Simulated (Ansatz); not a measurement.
# ZnNi3C (Pm-3m): Grüneisen parameters

Wanted: mode Grüneisen parameters of ZnNi3C (Pm-3m).

Main program and level: Ansatz 0.2.0; DFT PBEsol, scalar-relativistic, plane waves, PAW; PAW set soft_1.

## Step 1: The starting structure

It takes space group Pm-3m (No. 221, cubic). The conventional cell has a = 3.720 Å, b = 3.720 Å, c = 3.720 Å, α = 90.00°, β = 90.00°, γ = 90.00°. Nearest to Zn lie 12 Ni at 2.63 Å. Nearest to Ni lie 2 C at 1.86 Å and 4 Zn at 2.63 Å and 8 Ni at 2.63 Å. Nearest to C lie 6 Ni at 1.86 Å. Farther neighbours are not listed.

## Step 2: The dispersion

The cell comes from relaxations at this level that are not shown. Stability and thermal properties need the whole zone. Linear response on a 2×2×2 q mesh gives force constants as far as a supercell of that size would.

input.yaml reads:

```yaml
crystal:
  lattice:
    - [3.7198786686, 0.0, 0.0]
    - [0.0, 3.7198786686, 0.0]
    - [0.0, 0.0, 3.7198786686]
  atoms:
    - { symbol: Zn, position: [0.0, 0.0, 0.0] }
    - { symbol: Ni, position: [0.0, 0.5, 0.5] }
    - { symbol: Ni, position: [0.5, 0.5, 0.0] }
    - { symbol: Ni, position: [0.5, 0.0, 0.5] }
    - { symbol: C, position: [0.5, 0.5, 0.5] }
kpoints:
  mp_grid: { grid: [12, 12, 12] }
hamiltonian:
  xc: pbesol
  pseudopotentials: { kind: paw, azcp: { folder: soft_1 }, xc_functional: pbe }
scf:
  occupations: { method: methfessel_paxton, width: 0.2 }
output:
  eigenvalues: true
phonons:
  method: dfpt
  qmesh: [2, 2, 2]
  temperatures: { t_max: 1000, t_step: 50 }
  qpath:
    path:
      - [[0.0, 0.0, 0.0], [0.0, 0.5, 0.0], [0.5, 0.5, 0.0], [0.0, 0.0, 0.0], [0.5, 0.5, 0.5], [0.0, 0.5, 0.0]]
      - [[0.5, 0.5, 0.5], [0.5, 0.5, 0.0]]
    npoints: 10
```

Run with:

```bash
$ ansatz run input.yaml --threads 4 --pin off --max-ram 10240MiB --backend cpu --events-out ev --progress --plain --runs-dir out
```

Numbers of over 12 decimals in the logs are rounded to 6 here.

What it wrote:

```text
Engine: ansatz 0.2.0, x86_64-unknown-linux-gnu
Pseudopotentials: kind: paw
Pseudopotential: Zn, paw, valence charge 12, recommended cutoff 420 eV (normal), soft_1/Zn.paw.azcp
Pseudopotential: Ni, paw, valence charge 18, recommended cutoff 420 eV (normal), soft_1/Ni.paw.azcp
Pseudopotential: C, paw, valence charge 4, recommended cutoff 420 eV (normal), soft_1/C.paw.azcp
Functional definition: PBEsol
  exchange = pbesol_x
  correlation = pbesol_c
Crystal: 5 atoms, lattice volume = 51.474 Å³
Basis set: ecut = 420 eV, 1021 PW (Γ), exchange–correlation on 50×50×50 points (8 copies of the dense FFT grid, shifted against one another)
Bands: 42, of which v1, the nominal top of the filled ones, is band 35 counted from 1 (34 counted from 0)
Symmetry: 48 space group operations
k-points: 84 of 1728
Non-local potential: Zn, projectors of the file, l = 0: 2, l = 1: 2, l = 2: 3, l = 3: 1
Non-local potential: Ni, projectors of the file, l = 0: 3, l = 1: 2, l = 2: 3, l = 3: 1
Non-local potential: C, projectors of the file, l = 0: 2, l = 1: 2, l = 2: 1
PAW form: soft (Blöchl's): semilocal exchange-correlation on the pseudo side does not see the compensation charge
PAW frozen core: Zn, regenerated for the run's functional, and the local potential with it (the file was generated under x = pbe(κ = 0.804, μ = 0.219515), c = pbe(β = 0.066725))
PAW frozen core: Ni, regenerated for the run's functional, and the local potential with it (the file was generated under x = pbe(κ = 0.804, μ = 0.219515), c = pbe(β = 0.066725))
PAW frozen core: C, regenerated for the run's functional, and the local potential with it (the file was generated under x = pbe(κ = 0.804, μ = 0.219515), c = pbe(β = 0.066725))
PAW one-centre angular grid: Zn, 590 points (default); XC on 64 Gauss nodes
PAW one-centre angular grid: Ni, 590 points (default); XC on 64 Gauss nodes
PAW one-centre angular grid: C, 110 points (default); XC on 64 Gauss nodes
Initial density: superposition of atomic densities (chi_scale 0.1, normalization cell, long waves kept (reshape's long-wave potential 0.01 eV rms))
Initial wavefunctions: pseudopotential atomic-orbital guess
Functional: x = pbesol(κ = 0.804, μ = 0.123457), c = pbesol(β = 0.046)
SCF iter   1: F=—  HF=-20944.022438 eV  |F-HF|=—  |Δ(HF+E_count)|=         —  Δρ=7.30e-2  dr2=3.40e0  ethr=3.10e-3  ⟨swp⟩=5.6  Hψ=13306  notcnv=0
preconditioner: auto → Kerker (q_TF=auto, 2.872 Å⁻¹)  [metal: Δε(μ)=0.005 eV  Ē_g=8.734 eV  σ=0.200 eV  W_gap=0.02  n_scr=18 (ndim 8)  ℏωp=35.1 eV  f_vac=0.000  D(μ)=5.50/eV (n_scr^D=80)]
SCF iter   2: F=—  HF=-20943.393516 eV  |F-HF|=—  |Δ(HF+E_count)|=   6.29e-1  S|Δr|=    0.00e0  Δρ=3.47e-2  dr2=1.13e0  ethr=3.10e-3  ⟨swp⟩=2.3  Hψ=4631  notcnv=0  defer=141
SCF iter   3: F=—  HF=-20943.097962 eV  |F-HF|=—  |Δ(HF+E_count)|=   2.96e-1  S|Δr|=    0.00e0  Δρ=1.74e-2  dr2=3.22e-1  ethr=1.61e-3  ⟨swp⟩=2.0  Hψ=6297  notcnv=0  defer=142
SCF iter   4: F=—  HF=-20943.016328 eV  |F-HF|=—  |Δ(HF+E_count)|=   8.16e-2  S|Δr|=    0.00e0  Δρ=7.53e-3  dr2=2.48e-2  ethr=4.60e-4  ⟨swp⟩=2.0  Hψ=5601  notcnv=0  defer=142
SCF iter   5: F=—  HF=-20943.014019 eV  |F-HF|=—  |Δ(HF+E_count)|=   2.31e-3  S|Δr|=    0.00e0  Δρ=4.04e-3  dr2=4.59e-3  ethr=3.54e-5  ⟨swp⟩=2.0  Hψ=5172  notcnv=0  defer=142
SCF iter   6: F=—  HF=-20943.013004 eV  |F-HF|=—  |Δ(HF+E_count)|=   1.01e-3  S|Δr|=    0.00e0  Δρ=1.58e-3  dr2=6.14e-4  ethr=6.56e-6  ⟨swp⟩=2.0  Hψ=5249  notcnv=0  defer=142
SCF iter   7: F=—  HF=-20943.012774 eV  |F-HF|=—  |Δ(HF+E_count)|=   2.30e-4  S|Δr|=    0.00e0  Δρ=2.84e-4  dr2=2.57e-5  ethr=8.77e-7  ⟨swp⟩=2.0  Hψ=5256  notcnv=0  defer=142
SCF iter   8: F=—  HF=-20943.012764 eV  |F-HF|=—  |Δ(HF+E_count)|=   1.01e-5  S|Δr|=    0.00e0  Δρ=9.89e-5  dr2=4.36e-6  ethr=3.67e-8  ⟨swp⟩=2.2  Hψ=5102  notcnv=0  defer=142
SCF iter   9: F=—  HF=-20943.012777 eV  |F-HF|=—  |Δ(HF+E_count)|=   1.26e-5  S|Δr|=    0.00e0  Δρ=2.28e-5  dr2=1.82e-7  ethr=6.23e-9  ⟨swp⟩=2.7  Hψ=5537  notcnv=0  defer=142
SCF iter  10: F=—  HF=-20943.012777 eV  |F-HF|=—  |Δ(HF+E_count)|=   4.83e-8  S|Δr|=    0.00e0  Δρ=6.01e-6  dr2=8.06e-9  ethr=2.60e-10  ⟨swp⟩=2.1  Hψ=5503  notcnv=0  defer=142
[...]
SCF 1 converged in 14 iterations: F = -20943.012777 eV  dr2 = 2.96e-12
  greatest PAW one-centre occupation: 1.001 electrons in one spin orbital (limit 2), on the Ni atom at site 1 (counted from 0), in its partial waves of l = 1
Initial density: read from a saved state, or passed on in memory by an earlier SCF of this step, an earlier step, the calling program or the single point that the run made first
[...]
SCF iter   1: F=—  HF=-20943.012762 eV  |F-HF|=—  |Δ(HF+E_count)|=         —  Δρ=3.32e-6  dr2=4.61e-9  ethr=1.77e-6  ⟨swp⟩=2.3  Hψ=20390  notcnv=0
eigensolver tolerance schedule: the retry pair's looser diagonalisation over-reported the residual by 268885.85 of it (diagonalisation noise at an unbounded share of the residual, at the tolerance the schedule requests for it); recorded, not acted on — ethr = c·dr2/N_el stays at c = 1.0e-1
preconditioner: auto → Kerker (q_TF=auto, 2.872 Å⁻¹)  [metal: Δε(μ)=0.028 eV  Ē_g=8.879 eV  σ=0.200 eV  W_gap=0.12  n_scr=18 (ndim 8)  ℏωp=35.1 eV  f_vac=0.000  D(μ)=4.85/eV (n_scr^D=56)]
SCF iter   2: F=—  HF=-20943.012777 eV  |F-HF|=—  |Δ(HF+E_count)|=   1.47e-5  S|Δr|=    0.00e0  Δρ=2.57e-6  dr2=1.89e-9  ethr=6.59e-12  ⟨swp⟩=4.3  Hψ=11901  notcnv=0
SCF iter   3: F=—  HF=-20943.012777 eV  |F-HF|=—  |Δ(HF+E_count)|=  3.64e-10  S|Δr|=    0.00e0  Δρ=1.32e-6  dr2=5.66e-10  ethr=2.70e-12  ⟨swp⟩=2.0  Hψ=5245  notcnv=0
SCF iter   4: F=—  HF=-20943.012777 eV  |F-HF|=—  |Δ(HF+E_count)|=  8.73e-11  S|Δr|=    0.00e0  Δρ=6.70e-7  dr2=1.76e-10  ethr=1.00e-12  ⟨swp⟩=1.0  Hψ=3528  notcnv=0
SCF iter   5: F=—  HF=-20943.012777 eV  |F-HF|=—  |Δ(HF+E_count)|=  2.18e-11  S|Δr|=    0.00e0  Δρ=5.18e-7  dr2=1.11e-10  ethr=1.00e-12  ⟨swp⟩=1.0  Hψ=3528  notcnv=0
SCF iter   6: F=—  HF=-20943.012777 eV  |F-HF|=—  |Δ(HF+E_count)|=  1.09e-11  S|Δr|=    0.00e0  Δρ=3.48e-7  dr2=5.01e-11  ethr=1.00e-12  ⟨swp⟩=1.0  Hψ=3528  notcnv=0
SCF iter   7: F=—  HF=-20943.012777 eV  |F-HF|=—  |Δ(HF+E_count)|=  3.64e-12  S|Δr|=    0.00e0  Δρ=3.72e-7  dr2=5.68e-11  ethr=1.00e-12  ⟨swp⟩=1.0  Hψ=3528  notcnv=0
SCF iter   8: F=—  HF=-20943.012777 eV  |F-HF|=—  |Δ(HF+E_count)|=  3.64e-12  S|Δr|=    0.00e0  Δρ=2.34e-7  dr2=2.17e-11  ethr=1.00e-12  ⟨swp⟩=1.0  Hψ=3528  notcnv=0
SCF iter   9: F=—  HF=-20943.012777 eV  |F-HF|=—  |Δ(HF+E_count)|=  3.64e-12  S|Δr|=    0.00e0  Δρ=1.60e-7  dr2=1.07e-11  ethr=1.00e-12  ⟨swp⟩=1.0  Hψ=3528  notcnv=0
SCF iter  10: F=-20943.012777 eV  HF=-20943.012777 eV  |F-HF|=7.28e-12  |Δ(HF+E_count)|=  7.28e-12  S|Δr|=    0.00e0  Δρ=6.17e-8  dr2=1.50e-12  ethr=1.00e-12  ⟨swp⟩=2.1  Hψ=6057  notcnv=0
SCF 2 converged in 10 iterations: F = -20943.012777 eV  dr2 = 1.50e-12
  greatest PAW one-centre occupation: 1.001 electrons in one spin orbital (limit 2), on the Ni atom at site 3 (counted from 0), in its partial waves of l = 1
phonons: the bands overlap, so this run is a metal and interpolates without the dipole-dipole term. If the crystal is really an insulator or semiconductor, its LO-TO splitting is missing
NSCF: frozen V_eff on 84 k-points
NSCF: frozen V_eff on 343 k-points
DFPT response loops at q = (0, 0, 0) (fractional): preconditioner auto → Kerker (q_TF=auto, 2.872 Å⁻¹) (partly filled bands, converged f_vac=0.000); β = 1.00, the filter's whole step (`scf.mixing.beta` (0.50) is not read by the response loops under this deck's `scf.mixing.preconditioner`; to damp them name `kerker` or `kerker_dos`, under which they read `scf.mixing.beta`, and type it under 1.00, their step now; both keys bind the ground state too); Broyden in place of MSR1
NSCF: frozen V_eff on 686 k-points
DFPT response loops at q = (0, 0, -0.5) (fractional): mixed as the last ones told, above
NSCF: frozen V_eff on 686 k-points
DFPT response loops at q = (0, -0.5, -0.5) (fractional): mixed as the last ones told, above
NSCF: frozen V_eff on 686 k-points
DFPT response loops at q = (-0.5, -0.5, -0.5) (fractional): mixed as the last ones told, above
SCF converged after 14 iterations
Stability not checked: this state was not tested for a lower state beside it, because cold or Methfessel-Paxton smearing, or corrected tetrahedra, fill the levels in a way that the test cannot read (fill_not_monotonic; see scf.lower_state_search)
Free energy (F): -20943.012777 eV
Harris-Foulkes:  -20943.012777 eV  (|F-HF|=7.28e-12)
Internal energy: -20943.003201 eV  (E = F + TS)
E sigma→0 (E₀):  -20943.010383 eV
Entropy (-TS):   -0.009576 eV (-1.915 meV/atom)
Fermi energy:    16.026073 eV
--- Per-component energies (eV) ---
  E_band       = -836.358285
  E_kinetic    = 1260.341814
  E_local      = -10807.622893  (includes V_loc(G=0)·N_el)
  E_nonlocal   = 496.552906
  E_hartree    = 5489.435720
  E_xc         = -463.585966
  E_vxc        = -548.771374  (∫ρ·V_xc dr)
  E_paw        = -6820.839172  (= ΣΔE_a)
  E_vpaw       = -2215.732656  (= ΣTr[D̂ρ^β])
  E_aug_tail   = 0.002468  (compensation charges beyond the density's cutoff)
  E_ewald      = -10098.698403
  E_core_change = 1.410324  (= ΣΔE_core)
  E_smearing   = -0.009576  (= −TS)
  E_closure    = -0.000000  (closes the sum)
  Σ components = -20943.012777   (vs F -20943.012777, Δ=0.00e0)
--- Band table (eV; the first three rows and the last of 84) ---
  k-point 0: bands = [... 31 lower, 14.7342, 15.2465, 15.2465, 15.2465, 15.5580, 18.9392, 20.6657, 20.6657, ... 3 higher]
  k-point 1: bands = [... 31 lower, 14.7248, 15.2465, 15.2965, 15.2965, 15.5319, 18.9514, 20.3888, 20.7230, ... 3 higher]
  k-point 2: bands = [... 31 lower, 14.6990, 15.2467, 15.4506, 15.4506, 15.4548, 18.9961, 20.0049, 20.8723, ... 3 higher]
  k-point 83: bands = [... 31 lower, 14.9814, 14.9814, 15.3194, 15.3194, 15.3194, 17.6194, 17.6194, 17.6194, ... 3 higher]
--- Phonons (Γ-DFPT): 4 representative perturbations + reference (Σ response iterations 15) ---
  ASR residual: 2.352e-5 → 0.000e0 eV/Å²; symmetrization residual: 1.871e-6 eV/Å²
  ASR residual per site (eV/Å²): 2.06e-6 2.35e-5 2.35e-5 2.35e-5 3.16e-6
  Γ frequencies (cm⁻¹): 0.00 0.00 0.00 147.85 147.85 147.85 158.01 158.01 158.01 184.60 184.60 184.60 633.88 633.88 633.88
--- Phonons (arbitrary-q DFPT): 4 irreducible q on the 2×2×2 mesh ---
  q = [0.0000, 0.0000, 0.0000] (star 1, of the zone-centre solve; hermiticity 1.80e-7, symmetrization 1.68e-12): -0.00 0.00 0.00 147.85 147.85 147.85 158.01 158.01 158.01 184.60 184.60 184.60 633.88 633.88 633.88
  q = [0.0000, 0.0000, -0.5000] (star 3, 9 solved perturbations in 2646 linear systems a pass and spin channel, the states on 343 of 1728 k-point pairs; hermiticity 6.41e-8, symmetrization 8.80e-12): -48.38 -48.38 42.39 109.96 109.96 114.32 151.76 151.76 153.09 179.42 179.42 311.84 632.45 632.45 727.58
  q = [0.0000, -0.5000, -0.5000] (star 3, 9 solved perturbations in 2646 linear systems a pass and spin channel, the states on 343 of 1728 k-point pairs; hermiticity 1.97e-7, symmetrization 1.16e-11): 37.77 37.77 55.63 73.70 86.01 86.01 145.40 163.56 163.56 171.17 266.97 360.11 627.36 741.89 741.89
  q = [-0.5000, -0.5000, -0.5000] (star 1, 4 solved perturbations in 931 linear systems a pass and spin channel, the states on 343 of 1728 k-point pairs; hermiticity 1.09e-7, symmetrization 8.26e-12): 6.42 6.42 6.42 101.33 101.33 101.33 186.07 186.07 186.07 270.31 270.31 402.59 750.75 750.75 750.75
  sum rule: each row above includes the acoustic sum rule's correction from the zone centre's row sums; it moved no ω² by more than (0.33 cm⁻¹)²
  mesh force constants: q→R imaginary residual 2.88e-18; ASR residual 2.352e-5 → 0.000e0 eV/Å²; symmetrization residual 2.487e-14 eV/Å²
  interpolated dispersion: 62 rows × 15 modes
  density of states and harmonic sums: on the 18×18×18 q-mesh, interpolated from the force constants of a 2×2×2 supercell (no non-analytic term)
  largest difference from the sums on the solved wave vectors: F 1.14e-1 eV, S 1.87e-4 and C_V 7.32e-5 eV/K
  zero-point energy: 0.231725 eV/cell   skipped modes (ω ≤ 0): 71, of them read as no rigid motion or as one in doubt: 68 (2.747e-1 modes/cell left out, lowest -48.38 cm⁻¹)   left out of the sums: 1.83e-2 of the cell's modes: C_V's classical limit lies that fraction below 3 k_B per atom; for a crystal, a wire or a layer, F and S can be off by more, and a phonons.interpolated_qmesh denser along its periods is the remedy for the sampling
```

The job ended after 6.4 min (4 threads of Intel Xeon Platinum 8375C at 2.90GHz (Ice Lake), shared host; peak memory 2.3 GiB).

Reading the cycles: dr2 is the Hartree energy of the density residual (eV), the measure of convergence; HF is the Harris–Foulkes estimate of the energy, which meets the free energy F at convergence.

This run has no spin polarisation, although Ni can carry a moment.

This step gave:

| Quantity | Value |
| --- | --- |
| volume per atom | 10.29 Å³ |
| gap on the k-mesh | 0 eV |
| sum-rule residual before enforcement | 2.35e-5 eV/Å² |
| lowest frequency on the path | -48.38 cm⁻¹ |
| point group | m-3m |
| highest frequency on the path or at a solved wavevector | 750.8 cm⁻¹ |
| highest optical mode at the zone centre (no LO-TO term) | 633.9 cm⁻¹ |
| lowest optical zone-centre mode | 147.8 cm⁻¹ |
| lowest mode on the q mesh (acoustic modes at Γ apart) | -48.38 cm⁻¹ |

Frequencies (cm⁻¹) solved at each irreducible wavevector; negative means imaginary. Frequencies by wavevector, by row:

```csv
q in reciprocal lattice units,star,mode 1,mode 2,mode 3,mode 4,mode 13,mode 14,mode 15
0 0 0,1,0,0,0,147.8,633.9,633.9,633.9
0 0 -0.5,3,-48.4,-48.4,42.4,110,632.5,632.5,727.6
0 -0.5 -0.5,3,37.8,37.8,55.6,73.7,627.4,741.9,741.9
-0.5 -0.5 -0.5,1,6.4,6.4,6.4,101.3,750.8,750.8,750.8
```

Symmetry leaves 4 wavevectors to solve. The lowest mode among them, the acoustic zeros apart, lies at q = (0, 0, -0.5) and is imaginary, 48.4i cm⁻¹, so the energy falls along it.

## Step 3: Relaxing at another volume, volume ratio 0.97

The volume is scaled by 0.97 and held; symmetry leaves nothing to relax, so this is a single point. The modes can then be followed against volume.

input.yaml, the sections that differ from step 2:

```yaml
crystal:
  lattice:
    - [3.6823015675, 0.0, 0.0]
    - [0.0, 3.6823015675, 0.0]
    - [0.0, 0.0, 3.6823015675]
  atoms:
    - { symbol: Zn, position: [0.0, 0.0, 0.0] }
    - { symbol: Ni, position: [0.0, 0.5, 0.5] }
    - { symbol: Ni, position: [0.5, 0.5, 0.0] }
    - { symbol: Ni, position: [0.5, 0.0, 0.5] }
    - { symbol: C, position: [0.5, 0.5, 0.5] }
output:
  forces: true
  stress: true
  eigenvalues: true
# kpoints, hamiltonian, scf: as in step 2
# phonons: removed
```

What it wrote:

```text
[...]
Crystal: 5 atoms, lattice volume = 49.930 Å³
Basis set: ecut = 420 eV, 949 PW (Γ), exchange–correlation on 50×50×50 points (8 copies of the dense FFT grid, shifted against one another)
Bands: 42, of which v1, the nominal top of the filled ones, is band 35 counted from 1 (34 counted from 0)
Symmetry: 48 space group operations
[...]
k-points: 84 of 1728
[...]
k-point 0: bands = [... 31 lower, 15.3250, 15.8647, 15.8647, 15.8647, 16.1806, 19.7625, 21.3643, 21.3643, ... 3 higher]
  k-point 1: bands = [... 31 lower, 15.3153, 15.8648, 15.9167, 15.9167, 16.1531, 19.7648, 21.1078, 21.4248, ... 3 higher]
  k-point 2: bands = [... 31 lower, 15.2884, 15.8650, 16.0720, 16.0764, 16.0764, 19.7886, 20.7547, 21.5826, ... 3 higher]
  k-point 83: bands = [... 31 lower, 15.5802, 15.5802, 15.9348, 15.9348, 15.9348, 18.3454, 18.3454, 18.3454, ... 3 higher]
[key lines of the parts left out:]
SCF converged after 10 iterations
Free energy (F): -20942.979240 eV
Fermi energy:    16.671082 eV
P = ⅓ Tr σ = 7.1687 GPa (71.687 kbar)
```

Run time: 2.7 s. Hardware: 4 threads; peak memory 0.49 GiB; 9.4 s of CPU time.

This step gave:

- pressure: 7.169 GPa
- volume per atom: 9.986 Å³

The run ends at a pressure of 7.17 GPa.

## Step 4: Phonons at the other volume, volume ratio 0.97

The phonons are repeated at this volume on the same k and q meshes.

input.yaml: that of step 3 with these lines changed.

```diff
@@ -19,4 +19,11 @@
 output:
-  forces: true
-  stress: true
   eigenvalues: true
+phonons:
+  method: dfpt
+  qmesh: [2, 2, 2]
+  temperatures: { t_max: 1000, t_step: 50 }
+  qpath:
+    path:
+      - [[0.0, 0.0, 0.0], [0.0, 0.5, 0.0], [0.5, 0.5, 0.0], [0.0, 0.0, 0.0], [0.5, 0.5, 0.5], [0.0, 0.5, 0.0]]
+      - [[0.5, 0.5, 0.5], [0.5, 0.5, 0.0]]
+    npoints: 10
```

What it wrote:

```text
[...]
Crystal: 5 atoms, lattice volume = 49.930 Å³
Basis set: ecut = 420 eV, 949 PW (Γ), exchange–correlation on 50×50×50 points (8 copies of the dense FFT grid, shifted against one another)
Bands: 42, of which v1, the nominal top of the filled ones, is band 35 counted from 1 (34 counted from 0)
Symmetry: 48 space group operations
k-points: 84 of 1728
[...]
SCF iter   1: F=—  HF=-20944.025097 eV  |F-HF|=—  |Δ(HF+E_count)|=         —  Δρ=7.42e-2  dr2=3.49e0  ethr=3.10e-3  ⟨swp⟩=5.7  Hψ=13450  notcnv=0
[...]
SCF iter  14: F=-20942.979240 eV  HF=-20942.979240 eV  |F-HF|=1.82e-11  |Δ(HF+E_count)|=  3.64e-12  S|Δr|=    0.00e0  Δρ=8.32e-8  dr2=2.68e-12  ethr=1.00e-12  ⟨swp⟩=12.5  Hψ=20236  notcnv=0
SCF 1 converged in 14 iterations: F = -20942.979240 eV  dr2 = 2.68e-12
[...]
SCF iter   7: F=-20942.979240 eV  HF=-20942.979240 eV  |F-HF|=7.28e-12  |Δ(HF+E_count)|=  1.46e-11  S|Δr|=    0.00e0  Δρ=7.12e-8  dr2=2.18e-12  ethr=1.00e-12  ⟨swp⟩=2.6  Hψ=10497  notcnv=0
SCF 2 converged in 7 iterations: F = -20942.979240 eV  dr2 = 2.18e-12
[...]
NSCF: frozen V_eff on 84 k-points
[...]
SCF converged after 14 iterations
[...]
Free energy (F): -20942.979240 eV
[...]
Internal energy: -20942.970064 eV  (E = F + TS)
E sigma→0 (E₀):  -20942.976946 eV
Entropy (-TS):   -0.009176 eV (-1.835 meV/atom)
Fermi energy:    16.671026 eV
[...]
--- Band table (eV; the first three rows and the last of 84) ---
  k-point 0: bands = [... 31 lower, 15.3249, 15.8647, 15.8647, 15.8647, 16.1805, 19.7624, 21.3643, 21.3643, ... 3 higher]
  k-point 1: bands = [... 31 lower, 15.3152, 15.8647, 15.9166, 15.9166, 16.1530, 19.7648, 21.1078, 21.4247, ... 3 higher]
  k-point 2: bands = [... 31 lower, 15.2883, 15.8649, 16.0719, 16.0764, 16.0764, 19.7886, 20.7547, 21.5826, ... 3 higher]
  k-point 83: bands = [... 31 lower, 15.5801, 15.5801, 15.9347, 15.9347, 15.9347, 18.3454, 18.3454, 18.3454, ... 3 higher]
[...]
ASR residual: 1.924e-5 → 0.000e0 eV/Å²; symmetrization residual: 2.247e-6 eV/Å²
  ASR residual per site (eV/Å²): 8.37e-6 1.92e-5 1.92e-5 1.92e-5 3.74e-6
[...]
--- Phonons (arbitrary-q DFPT): 4 irreducible q on the 2×2×2 mesh ---
[...]
interpolated dispersion: 62 rows × 15 modes
[...]
```

The job ended after 7 min (4 threads; peak memory 2.3 GiB; 26 min of CPU time).

This step gave:

```yaml
sum_rule_residual_before_enforcement: 1.92e-5 eV/Å²
lowest_frequency_on_the_path: -48.45 cm⁻¹
highest_frequency_on_the_path_or_at_a_solved_wavevector: 784.7 cm⁻¹
highest_optical_mode_at_the_zone_centre_no_lo_to_term: 672.9 cm⁻¹
lowest_optical_zone_centre_mode: 151.7 cm⁻¹
lowest_mode_on_the_q_mesh_acoustic_modes_at_gamma_apart: -48.45 cm⁻¹
```

Frequencies (cm⁻¹) solved at each irreducible wavevector; negative means imaginary. Frequencies by wavevector, by row:

```csv
q in reciprocal lattice units,star,mode 1,mode 2,mode 3,mode 4,mode 13,mode 14,mode 15
0 0 0,1,0,0,0,151.7,672.9,672.9,672.9
0 0 -0.5,3,-48.5,-48.5,49.8,115.4,671.1,671.1,760.9
0 -0.5 -0.5,3,53.8,53.8,71.9,75.9,666.2,775.8,775.8
-0.5 -0.5 -0.5,1,-26.7,-26.7,-26.7,105.6,784.7,784.7,784.7
```

The highest optical mode at the zone centre (no LO-TO term) is 672.9 cm⁻¹, +39.0 cm⁻¹ against the base run.

(Continued in part 2 of 2.)

[Logs are printed without paths, hosts, clocks, repeated set-up lines and the standing remarks that a program may print on its own settings, such as how far it seeks lower states.]

[Hosts, paths, dates, database ids (printed as entryN), source tags and the programs' standing remarks are cut or masked in the printed files.]
